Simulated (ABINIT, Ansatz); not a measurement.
## H6PbCBr3N (Pm): bands and cutoff in G0W0 with ABINIT

Aim: raise bands and screening cutoff together for H6PbCBr3N (Pm) and follow gap and time.

Main program and level: ABINIT 10.8.3; PBEsol and many-body steps on it, plane waves.

Most raw output is cut from this account.

## (1) The starting structure

It takes space group Pm (No. 6, monoclinic). The conventional cell has a = 6.039 Å, b = 6.060 Å, c = 6.128 Å, α = 90.00°, β = 90.07°, γ = 90.00°. Nearest to H lie 1 N at 1.04 Å. Nearest to H lie 1 C at 1.09 Å. Nearest to H lie 1 C at 1.10 Å. Nearest to Pb lie 6 Br at 2.98 to 3.11 Å. Nearest to C lie 3 H at 1.09 to 1.10 Å and 1 N at 1.49 Å. Farther neighbours and most contacts between anions are not listed.

The cell and positions are those that the Materials Project relaxed with its own functionals (PBE, PBE+U or r2SCAN), kept fixed. Spin-orbit coupling is left out unless a step names it.

## (2) Empty states on the mesh, 2×2×2 mesh, 607 bands

This step: ABINIT 10.8.3; DFT, PBEsol, plane waves, norm-conserving pseudopotentials.

The sums over transitions need many empty states on a uniform mesh; this step solves for them.

run.abi

```
acell 3*1.0 Angstrom
rprim 
  6.038531000000 -0.000000000000 -0.000000000000
  -0.000000000000 6.059680000000 0.000000000000
  -0.007679000000 0.000000000000 6.128174000000
ntypat 5
znucl 1 82 6 35 7
natom 12
typat 1 1 1 1 1 1 2 3 4 4 4 5
xred 
  0.218258000000 0.862101000000 0.968190000000
  0.177786000000 -0.000000000000 0.198636000000
  0.825095000000 0.851944000000 0.061619000000
  0.869341000000 -0.000000000000 0.811715000000
  0.825095000000 0.148056000000 0.061619000000
  0.218258000000 0.137899000000 0.968190000000
  0.475266000000 0.500000000000 0.477994000000
  0.897311000000 -0.000000000000 0.988520000000
  0.430028000000 0.500000000000 0.972748000000
  0.434852000000 -0.000000000000 0.512708000000
  0.966538000000 0.500000000000 0.440736000000
  0.140606000000 -0.000000000000 0.032465000000
pp_dirpath "pseudos"
pseudos "H.upf, Pb.upf, C.upf, Br.upf, N.upf"
ecut 37
ngkpt 2 2 2
nshiftk 1
shiftk 0 0 0
kptopt 1
chksymbreak 0
iscf -2
irdden 1
istwfk *1
nband 607
nbdbuf 54
tolwfr 1e-09
nstep 60
prtvol 0
indata_prefix "in"
outdata_prefix "out"
tmpdata_prefix "tmp"
```

Run with:

```
$ OMP_NUM_THREADS=1 mpirun -n 16 abinit run.abi > log
```

Elapsed: 23 min, on 16 MPI ranks of Intel Xeon 6975P-C (Granite Rapids), shared host; peak memory 3 GiB; 6 h of CPU time.

Numbers from this step:

* gap: 2.005 eV
* k of the valence top: 0.5, 0.5, 0.5
* k of the conduction bottom: 0.5, 0.5, 0.5
* least direct gap: 2.005 eV
* k points computed: 8
* lowest point of the top converged band, above the valence top: 95.0434 eV

On this mesh the gap is 2.005 eV.

The density comes from a self-consistent run that is not shown.

## (3) Screening, 2×2×2 mesh, 107 bands, screening to 62.6 eV

The RPA dielectric matrix is built and inverted for each q.

This step: RPA screening on PBEsol, plane waves, norm-conserving pseudopotentials.

Changes to run.abi since step 2:

```diff
@@ -30,10 +30,11 @@
 chksymbreak 0
-iscf -2
-irdden 1
 istwfk *1
-nband 607
-nbdbuf 54
-tolwfr 1e-09
-nstep 60
-prtvol 0
+occopt 1
+irdwfk 1
+optdriver 3
+nband 107
+ecuteps 2.3
+inclvkb 2
+awtr 1
+symchi 1
 indata_prefix "in"
```

Run time: 41 s. Hardware: 16 MPI ranks; peak memory 11 GiB.

This step gave:

```yaml
eps_infinity_with_local_fields_on_this_mesh_along_the_program_s_q_direction: 6.462
the_same_without_local_fields: 7.310
plasma_frequency: 23.26 eV
plane_waves_in_the_screening_matrix: 251
```

Local fields lower ε∞ by 12 %. On a Γ-centred mesh this coarse the value itself is usually too large, while a short band sum pulls it down.

## (4) 107 bands, 62.6 eV

The self-energy is evaluated for the states that the input lists, and the levels follow from it, in one-shot runs by the linearised quasiparticle equation.

This step: G0W0 on PBEsol, plane waves, norm-conserving pseudopotentials.

Changes to run.abi since step 3:

```diff
@@ -33,8 +33,17 @@
 irdwfk 1
-optdriver 3
+optdriver 4
 nband 107
+gwcalctyp 0
+ecutsigx 37
+symsigma 1
+nkptgw 2
+kptgw 
+  0.5000000000 0.5000000000 0.5000000000
+  0.0000000000 0.0000000000 0.0000000000
+bdgw 
+  43 46
+  43 46
 ecuteps 2.3
-inclvkb 2
-awtr 1
-symchi 1
+irdscr 1
+ppmodel 1
 indata_prefix "in"
```

The job ended after 5.8 s (16 MPI ranks; peak memory 0.86 GiB).

Numbers from this step:

```yaml
g0w0_gap_on_the_points_computed: 3.863 eV
starting_gap_on_the_mesh: 2.005 eV
k_of_the_valence_top: 0.5, 0.5, 0.5
k_of_the_conduction_bottom: 0.5, 0.5, 0.5
z_at_the_valence_top: 0.805
z_at_the_conduction_bottom: 0.82
least_direct_g0w0_gap_on_the_computed_points: 3.863 eV
```

The gap on the mesh goes from 2.00 eV to 3.86 eV, a correction of +1.86 eV.

## (5) Screening, 2×2×2 mesh, 251 bands, screening to 114.3 eV

This step: RPA screening on PBEsol, plane waves, norm-conserving pseudopotentials.

Changes to run.abi since step 4:

```diff
@@ -33,17 +33,8 @@
 irdwfk 1
-optdriver 4
-nband 107
-gwcalctyp 0
-ecutsigx 37
-symsigma 1
-nkptgw 2
-kptgw 
-  0.5000000000 0.5000000000 0.5000000000
-  0.0000000000 0.0000000000 0.0000000000
-bdgw 
-  43 46
-  43 46
-ecuteps 2.3
-irdscr 1
-ppmodel 1
+optdriver 3
+nband 251
+ecuteps 4.2
+inclvkb 2
+awtr 1
+symchi 1
 indata_prefix "in"
```

The job ended after 2.5 min (16 MPI ranks; peak memory 16 GiB; 39 min of CPU time).

Numbers from this step:

| Property | Result |
| --- | --- |
| ε∞ with local fields, on this mesh, along the program's q direction | 6.437 |
| the same without local fields | 7.355 |
| plasma frequency | 23.26 eV |
| plane waves in the screening matrix | 619 |

## (6) 251 bands, 114.3 eV

This step: G0W0 on PBEsol, plane waves, norm-conserving pseudopotentials.

Changes to run.abi since step 5:

```diff
@@ -33,8 +33,17 @@
 irdwfk 1
-optdriver 3
+optdriver 4
 nband 251
+gwcalctyp 0
+ecutsigx 37
+symsigma 1
+nkptgw 2
+kptgw 
+  0.5000000000 0.5000000000 0.5000000000
+  0.0000000000 0.0000000000 0.0000000000
+bdgw 
+  43 46
+  43 46
 ecuteps 4.2
-inclvkb 2
-awtr 1
-symchi 1
+irdscr 1
+ppmodel 1
 indata_prefix "in"
```

Wall time 20 s (16 MPI ranks); peak memory 8.2 GiB.

Numbers from this step:

- G0W0 gap on the points computed: 3.833 eV
- starting gap on the mesh: 2.005 eV
- k of the valence top: 0.5, 0.5, 0.5
- k of the conduction bottom: 0.5, 0.5, 0.5
- Z at the valence top: 0.798
- Z at the conduction bottom: 0.817
- least direct G0W0 gap on the computed points: 3.833 eV

Against G0W0 in ABINIT (2×2×2 mesh, 107 bands, screening to 62.6 eV, Godby-Needs plasmon pole), the gap moves by −0.030 eV.

## (7) Screening, 2×2×2 mesh, 553 bands, screening to 176.9 eV

This step: RPA screening on PBEsol, plane waves, norm-conserving pseudopotentials.

Changes to run.abi since step 6:

```diff
@@ -33,17 +33,8 @@
 irdwfk 1
-optdriver 4
-nband 251
-gwcalctyp 0
-ecutsigx 37
-symsigma 1
-nkptgw 2
-kptgw 
-  0.5000000000 0.5000000000 0.5000000000
-  0.0000000000 0.0000000000 0.0000000000
-bdgw 
-  43 46
-  43 46
-ecuteps 4.2
-irdscr 1
-ppmodel 1
+optdriver 3
+nband 553
+ecuteps 6.5
+inclvkb 2
+awtr 1
+symchi 1
 indata_prefix "in"
```

Elapsed: 9.4 min, on 16 MPI ranks; peak memory 21 GiB; 2.5 h of CPU time.

Numbers from this step:

```
ε∞ with local fields, on this mesh, along the program's q direction : 6.444
the same without local fields                                       : 7.364
plasma frequency                                                    : 23.26 eV
plane waves in the screening matrix                                 : 1213
```

## (8) 553 bands, 176.9 eV

This step: G0W0 on PBEsol, plane waves, norm-conserving pseudopotentials.

Changes to run.abi since step 7:

```diff
@@ -33,8 +33,17 @@
 irdwfk 1
-optdriver 3
+optdriver 4
 nband 553
+gwcalctyp 0
+ecutsigx 37
+symsigma 1
+nkptgw 2
+kptgw 
+  0.5000000000 0.5000000000 0.5000000000
+  0.0000000000 0.0000000000 0.0000000000
+bdgw 
+  43 46
+  43 46
 ecuteps 6.5
-inclvkb 2
-awtr 1
-symchi 1
+irdscr 1
+ppmodel 1
 indata_prefix "in"
```

Wall time 3.9 min (16 MPI ranks); peak memory 21 GiB; 63 min of CPU time.

This step gave:

```yaml
g0w0_gap_on_the_points_computed: 3.877 eV
starting_gap_on_the_mesh: 2.005 eV
k_of_the_valence_top: 0.5, 0.5, 0.5
k_of_the_conduction_bottom: 0.5, 0.5, 0.5
least_direct_g0w0_gap_on_the_computed_points: 3.877 eV
```

Against G0W0 in ABINIT (2×2×2 mesh, 251 bands, screening to 114.3 eV, Godby-Needs plasmon pole), the gap moves by +0.044 eV.

## (9) Side by side

Times are wall times on 16 MPI ranks of Intel Xeon 6975P-C (Granite Rapids), shared host, good to a factor of about two. A run's time includes the screening step that it read.

```tsv
run	mesh	bands	screening cutoff (eV)	DFT gap (eV)	gap on the mesh (eV)	direct (eV)	ε∞ used	time
107 bands, 62.6 eV	2×2×2	107	62.6	2.005	3.863	3.863	6.46	47 s
251 bands, 114.3 eV	2×2×2	251	114.3	2.005	3.833	3.833	6.44	2.8 min
553 bands, 176.9 eV	2×2×2	553	176.9	2.005	3.877	3.877	6.44	13 min
```

## (10) What came out

```
107 bands, 62.6 eV  : 3.863 eV
251 bands, 114.3 eV : 3.833 eV
553 bands, 176.9 eV : 3.877 eV
known limits        : not at the basis limit; no spin-orbit coupling; coarse k mesh
```

From the first rung to the last the gap moves by +0.01 eV for 17 times the time. The gap turns back along the series, so no limit is drawn from it. In the G0W0 runs levels were corrected at 2 k points alone, so a gap called «on the mesh» is the least over those, and an edge elsewhere would be missed. The 2×2×2 mesh is coarse for this cell, which bears on the long-range parts of exchange and screening. Where an edge is built on 6p states of lead, bismuth or thallium, scalar-relativistic gaps usually stand too wide, by a few tenths to over one eV. The many-body steps are scalar-relativistic: spin-orbit coupling is not in them.

[Paths, hosts, dates, memory and timing lines, banners, echoed tables and standing remarks are left out of the program output.]

[Logs are printed without paths, hosts, clocks, repeated set-up lines and the standing remarks that a program may print on its own settings, such as how far it seeks lower states.]

[Runs of the session that timed out or met a known fault of the program may be left out.]

[Hosts, paths, dates, database ids (printed as entryN), source tags and the programs' standing remarks are cut or masked in the printed files.]

[G0W0 gaps are taken among the corrected bands and points alone; a level outside them can change the order at an edge.]

[Where Ansatz stands beside ABINIT at settings called matched, ABINIT's density can come from a denser mesh and the files from another edition; pairs whose starting gaps differed by over 0.03 eV were left out, so agreement reads better than it is.]
